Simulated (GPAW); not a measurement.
# Work function of a 8-layer slab of Pb(100) at several levels, part 2 of 2

Aim: the work function of both faces of a 8-layer slab of Pb(100), and its spread over functionals and bases.

GPAW 26.7.0; GPAW, PAW setups; slab in vacuum, relaxation (the session's first sound run).

So far, upper work function (eV): step 2 (relaxing the atoms, PBE, GPAW) 3.77; step 4 (self-consistent run: xc = "vdW-DF2", GPAW, PAW setups, GPAW) 4.20; step 5 (self-consistent run: xc = "RPBE") 3.62; step 6 (self-consistent run: xc = "revPBE") 3.63; step 7 (OptPBE vdW: xc = "optPBE-vdW", GPAW, PAW setups, GPAW) 3.99.

### 8. Self-consistent run: xc = "LDA"

The same geometry under LDA, to see how far the functional moves the levels against the vacuum.

The input, run.py:

```python
import json
import numpy as np
from ase import Atoms
from gpaw import GPAW, PW

slab = Atoms(
    ['Pb', 'Pb', 'Pb', 'Pb', 'Pb', 'Pb', 'Pb', 'Pb'],
    positions=[
        [1.75009, 1.75009, 8.00000],
        [0.00000, 0.00000, 10.47500],
        [1.75009, 1.75009, 12.95000],
        [0.00000, 0.00000, 15.42500],
        [1.75009, 1.75009, 17.96141],
        [0.00000, -0.00000, 20.43390],
        [1.75009, 1.75009, 23.13873],
        [-0.00000, 0.00000, 25.48923]],
    cell=[[3.50018, 0.0, 0.0], [0.0, 3.50018, 0.0], [0.0, 0.0, 33.325]],
    pbc=[True, True, False])

slab.calc = GPAW(mode=PW(400), xc='LDA', kpts={'size': (9, 9, 1), 'gamma': True},
                 occupations={'name': 'fermi-dirac', 'width': 0.1}, nbands='200%',
                 convergence={'density': 1e-05}, maxiter=200,
                 poissonsolver={'dipolelayer': 'xy'},
                 symmetry={'tolerance': 1e-3}, txt='slab.txt')
result = {}
energy = slab.get_potential_energy()
fermi = slab.calc.get_fermi_level()
v = slab.calc.get_electrostatic_potential().mean((0, 1)) - fermi
n = slab.calc.get_pseudo_density().mean((0, 1))
L = slab.cell[2, 2]
z = np.arange(len(v)) * L / len(v)
low, high = slab.positions[:, 2].min(), slab.positions[:, 2].max()
below, above = np.interp([low - 5.8, high + 5.8], z, v)
slopes = [np.interp(x, z, np.gradient(v, z)) for x in (low - 5.8, high + 5.8)]
eps = np.array([[slab.calc.get_eigenvalues(k, s) for k in range(len(slab.calc.get_ibz_k_points()))]
                for s in range(slab.calc.get_number_of_spins())]) - fermi
top, bottom = eps[eps < 0].max(), eps[eps > 0].min()
dipole = slab.get_dipole_moment()[2]
print(f'energy {energy:.4f} eV, Fermi level {fermi:.4f} eV, dipole {dipole:.5f} e A')
print(f'potential 5.8 A off the faces, from the Fermi level: lower {below:.4f} eV, upper {above:.4f} eV')
print(f'slope of the potential there: lower {slopes[0]:.5f}, upper {slopes[1]:.5f} eV/A')
print(f'nearest levels on the mesh: {top:.4f} and {bottom:.4f} eV')
print('magnetic moment', round(slab.get_magnetic_moment(), 3))
result.update(energy=energy, fermi=fermi, dipole=dipole, below=below, above=above, slopes=slopes, edges=[top, bottom],
              z=z.tolist(), v=v.tolist(), n=n.tolist(), positions=slab.positions.tolist(),
              forces=slab.get_forces(apply_constraint=False).tolist(), moments=slab.get_magnetic_moments().tolist())
json.dump(result, open('result.json', 'w'))
```

Started as:

```
> OMP_NUM_THREADS=1 OPENBLAS_NUM_THREADS=1 python run.py
```

The program printed:

```text
energy -34.6027 eV, Fermi level 2.6964 eV, dipole -0.00469 e A
potential 5.8 A off the faces, from the Fermi level: lower 4.0150 eV, upper 4.0866 eV
slope of the potential there: lower -0.00017, upper 0.00018 eV/A
nearest levels on the mesh: -0.0155 and 0.0140 eV
magnetic moment 0.0
```

The job ended after 8.7 min (1 thread of Intel Xeon 6975P-C (Granite Rapids), shared host; peak memory 0.48 GiB).

Numbers from this step:

- dipole along the normal: -0.004691 e·Å
- levels nearest the Fermi level on the mesh: -0.01547, 0.01397 eV from the Fermi level
- upper work function: 4.087 eV
- lower work function: 4.015 eV

The electrostatic potential energy of an electron (without an applied field's), less the Fermi level, planar mean oscillates, so the rows of the table below give means over windows of 2.5 Å about each position, cut where the curve ends. Its maxima inside the range that stand out by 2 % of the span (Å: eV): 9.3: 0.325, 11.7: 0.213, 14.3: 0.197, 16.7: 0.600, 19.2: 0.255, 21.8: 1.28, 24.3: -0.365. Its minima: 8.0: -18.2, 10.5: -18.1, 12.9: -18.2, 15.4: -18.2, 17.9: -18.1, 20.4: -18.2, 23.1: -18.2, 25.5: -18.1.

Table of electrostatic potential energy of an electron (without an applied field's), less the Fermi level, planar mean by z; means over each step:

```tsv
z (Å)	electrostatic potential energy of an electron (without an applied field's), less the Fermi level, planar mean (eV)
1.25	4.02
3.75	4.01
6.25	1.91
8.75	-7.20
11.25	-7.38
13.75	-7.29
16.25	-6.96
18.75	-7.32
21.25	-6.26
23.75	-7.74
26.25	-5.21
28.75	4.03
31.25	4.09
```

The upper face's work function is 4.087 eV, against 3.770 eV in the first plane-wave PBE run at this geometry.

### 9. Real-space grid: mode = "fd"

A real-space grid is a second complete basis, so it checks the plane-wave result.

Changes to run.py since step 8:

```diff
@@ -3,3 +3,3 @@
 from ase import Atoms
-from gpaw import GPAW, PW
+from gpaw import GPAW
 
@@ -19,3 +19,3 @@
 
-slab.calc = GPAW(mode=PW(400), xc='LDA', kpts={'size': (9, 9, 1), 'gamma': True},
+slab.calc = GPAW(mode='fd', h=0.18, xc='PBE', kpts={'size': (9, 9, 1), 'gamma': True},
                  occupations={'name': 'fermi-dirac', 'width': 0.1}, nbands='200%',
```

The program printed:

```text
energy -30.1805 eV, Fermi level -3.7343 eV, dipole -0.00483 e A
potential 5.8 A off the faces, from the Fermi level: lower 3.6986 eV, upper 3.7699 eV
slope of the potential there: lower -0.00012, upper 0.00011 eV/A
nearest levels on the mesh: -0.0143 and 0.0139 eV
magnetic moment 0.0
```

Run time: 36 min. Hardware: 1 thread; peak memory 2.9 GiB.

This step gave:

| Quantity | Value |
| --- | --- |
| dipole along the normal | -0.004827 e·Å |
| levels nearest the Fermi level on the mesh | -0.01430, 0.01389 eV from the Fermi level |
| upper work function | 3.770 eV |
| lower work function | 3.699 eV |

The upper face's work function is 3.770 eV, against 3.770 eV in the first plane-wave PBE run at this geometry.

### 10. Atomic orbitals: mode = "lcao"

Atom-centred orbitals end a few angstrom from the surface, which tests how much the density's tail matters.

Changes to run.py since step 9:

```diff
@@ -19,4 +19,4 @@
 
-slab.calc = GPAW(mode='fd', h=0.18, xc='PBE', kpts={'size': (9, 9, 1), 'gamma': True},
-                 occupations={'name': 'fermi-dirac', 'width': 0.1}, nbands='200%',
+slab.calc = GPAW(mode='lcao', basis='dzp', h=0.18, xc='PBE', kpts={'size': (9, 9, 1), 'gamma': True},
+                 occupations={'name': 'fermi-dirac', 'width': 0.1}, nbands='120%',
                  convergence={'density': 1e-05}, maxiter=200,
```

The program printed:

```text
energy -26.6561 eV, Fermi level -3.5851 eV, dipole -0.00475 e A
potential 5.8 A off the faces, from the Fermi level: lower 3.5500 eV, upper 3.6202 eV
slope of the potential there: lower 0.00000, upper 0.00000 eV/A
nearest levels on the mesh: -0.0184 and 0.0073 eV
magnetic moment 0.0
```

Wall time 7.3 min (1 thread); peak memory 0.56 GiB.

Numbers from this step:

- dipole along the normal: -0.004753 e·Å
- levels nearest the Fermi level on the mesh: -0.01839, 0.007269 eV from the Fermi level
- upper work function: 3.620 eV
- lower work function: 3.550 eV

The electrostatic potential energy of an electron (without an applied field's), less the Fermi level, planar mean oscillates, so the rows of the table below give means over windows of 2.49 Å about each position, cut where the curve ends. Its maxima inside the range that stand out by 2 % of the span (Å: eV): 9.2: -0.126, 11.7: -0.231, 14.2: -0.190, 16.7: 0.153, 19.2: -0.190, 21.8: 0.845, 24.3: -0.841. Its minima: 8.0: -18.5, 10.4: -18.4, 12.9: -18.2, 15.5: -18.4, 17.9: -18.5, 20.5: -18.6, 23.1: -18.4, 25.4: -18.5.

Electrostatic potential energy of an electron (without an applied field's), less the Fermi level, planar mean against z; means over each step:

```tsv
z (Å)	electrostatic potential energy of an electron (without an applied field's), less the Fermi level, planar mean (eV)
1.25	3.55
3.74	3.55
6.23	1.70
8.71	-7.66
11.21	-7.77
13.70	-7.76
16.19	-7.39
18.68	-7.69
21.17	-6.85
23.66	-8.05
26.15	-6.10
28.64	3.58
31.13	3.62
```

The upper face's work function is 3.620 eV, against 3.770 eV in the first plane-wave PBE run at this geometry.

### 11. Cost and result by level

Times are for 1 thread of Intel Xeon 6975P-C (Granite Rapids), shared host. Results by setting:

```tsv
no.	run	upper work function (eV)	lower work function (eV)	time	memory (GiB)
1	pw	3.770	3.698	5.2 min	0.47
2	vdW DF2	4.196	4.134	14 min	0.73
3	RPBE	3.621	3.548	5.3 min	0.47
4	revPBE	3.633	3.562	5.1 min	0.47
5	optPBE vdW	3.989	3.919	6.1 min	0.72
6	LDA	4.087	4.015	8.7 min	0.48
7	fd	3.770	3.699	36 min	2.9
8	lcao	3.620	3.550	7.3 min	0.56
```

### 12. Side by side

Results and costs are gathered.

This step: comparison of work functions, dipole and cost (GPAW 26.7.0).

Ladder, by row:

```tsv
step	code	work function, upper (eV)	work function, lower (eV)	dipole (e Å)	wall time (s)	peak memory (GiB)	threads
pw	GPAW	3.77	3.698	-0.004694	313.7	0.47	1
vdW-DF2	GPAW	4.196	4.134	-0.004024	846	0.73	1
RPBE	GPAW	3.621	3.548	-0.004797	315.4	0.47	1
revPBE	GPAW	3.633	3.562	-0.004667	308	0.47	1
optPBE-vdW	GPAW	3.989	3.919	-0.004582	367.6	0.72	1
LDA	GPAW	4.087	4.015	-0.004691	524.7	0.48	1
fd	GPAW	3.77	3.699	-0.004827	2156	2.87	1
lcao	GPAW	3.62	3.55	-0.004753	435.6	0.56	1
```

### 13. Summary of results

- work function, upper and lower face: 3.770 and 3.698 eV
- dipole along the normal: -0.00469 e Å

What this shows: With plane waves and PBE the work function is 3.77 eV on the upper face and 3.70 eV on the lower. The two faces differ by 0.072 eV, the step that the slab's dipole makes (e p/(ε0 A) gives 0.069 eV), so the dipole layer is needed. The lowest atoms were held at bulk positions, which alone makes the faces unlike. The measured value for polycrystalline Pb, which weights the faces of low work function, is 4.25 eV (as compiled in "Anisotropic work function of elemental crystals", 2019, arxiv:1902.07811); the relaxed upper face lies 0.48 eV under it with PBE, and vdW-DF2 comes nearest (4.20 eV). Measured work functions scatter by a tenth of an eV or more between methods. Over the sound runs of the table the upper face's work function spans 3.620 (lcao) to 4.196 eV (vdW-DF2). Atomic orbitals miss the plane-wave value by -0.15 eV, since they describe the tail of the density in the vacuum poorly. The in-plane lattice was kept as typed, which isn't the functional's own and leaves some strain; spin-orbit coupling and temperature are left out.

[Logs are printed without paths, hosts, clocks, repeated set-up lines and the standing remarks that a program may print on its own settings, such as how far it seeks lower states.]

[Hosts, paths, dates, database ids (printed as entryN), source tags and the programs' standing remarks are cut or masked in the printed files.]
